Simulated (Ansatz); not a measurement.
# The potential step between two gates: 1T-HfS2 3 layers, AA

Two oppositely charged gates put a neutral stack in a displacement field D. The voltage between them is D/ε₀ times an electrical distance, shorter than the real one because the stack screens.

How it was computed: Ansatz 0.2.0, plane waves with PAW datasets (its set soft_1), PBE-D3(BJ); isolated slab, charged sheets 5 Å from the outer atoms behind model barriers, atoms held. Voltages count from the uncharged case.

```tsv
run	D/ε₀ (V/nm)	step in an electron's potential, upper less lower gate (eV)
run 1	−1.810	−1.854
run 2	0.000	0.000
run 3	0.905	0.927
run 4	1.810	1.854
run 5	2.714	2.780
run 6	3.619	?
```

**Question.** What value belongs in the row marked “?”, and how far can the other rows tell?

A least-squares line through the 5 rows shown has slope 1.0243 and intercept 0.0000; no row lies more than 0.001 eV off it. The size of the slope, 1.024 nm, is the electrical distance; the sheets are 2.447 nm apart, and screening reaches beyond the outer atoms. At 3.619 it gives 1.0243 × 3.619 + 0.0000 = 3.707 eV, beyond the rows fitted. Rounding and scatter of the rows alone allow about ±0.001 eV there.

The run itself gives 3.705 eV: a miss of −0.002 eV, or 0.1 % of the value. Screening stays linear to within 1 % over this range.

Caveats: The gates are model sheets, not atoms. Spin-orbit coupling is left out, which changes the bands of elements this heavy.

[Logs are printed without paths, hosts, clocks, repeated set-up lines and the standing remarks that a program may print on its own settings, such as how far it seeks lower states.]
